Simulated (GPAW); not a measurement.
Computed results, one entry a study.

```xyz
12
Lattice="6.154 -1.883 0.000 6.154 1.883 0.000 -1.928 0.000 6.329" Properties=species:S:1:pos:R:3 pbc="T T T" subject="A GW chain in GPAW: TiO2 (C2/m)" method="DFT, LDA, plane waves, PAW (and 1 further level or step)" program="GPAW 26.7.0" settings_of_one_run="cutoff 600 eV, GPAW PAW setups 1.2.1 data release, 4×4×2 k-mesh, nbands 503" cost="4 runs, 16 min in all on 4 MPI ranks of Intel Xeon 6975P-C (Granite Rapids), shared host (the runs of this entry)" notes="The cell and positions are those that the Materials Project relaxed with its own functionals (PBE, PBE+U or r2SCAN), kept fixed. This is not the form that TiO2 usually takes at ambient conditions. Bands and cutoff are finite, so the gap is not at the basis limit. The miss can reach some tenths of an eV and take either sign; the mesh is an error of its own. The 4×4×2 mesh is coarse for this cell, which bears on the long-range parts of exchange and screening." lda_gap="2.66 eV, indirect" g0w0_gap_on_the_mesh="4.73 eV" gw_settings="4×4×2 mesh, 229 bands, screening to 78 eV, Godby-Needs plasmon pole" known_limits="not at the basis limit; coarse k mesh"
Ti    8.523    0.000    4.533
Ti   -0.140    0.000    4.496
Ti    1.856    0.000    1.796
Ti   10.519    0.000    1.833
O     0.005    0.000    2.342
O     6.490    0.000    4.472
O     1.625    0.000    0.030
O    10.374    0.000    3.987
O     8.394    0.000    2.199
O     8.753    0.000    6.299
O     1.985    0.000    4.130
O     3.889    0.000    1.857
```

[Paths, hosts, dates, memory and timing lines, banners, echoed tables and standing remarks are left out of the program output.]

[Logs are printed without paths, hosts, clocks, repeated set-up lines and the standing remarks that a program may print on its own settings, such as how far it seeks lower states.]

[Runs of the session that timed out or met a known fault of the program may be left out.]

[Hosts, paths, dates, database ids (printed as entryN), source tags and the programs' standing remarks are cut or masked in the printed files.]
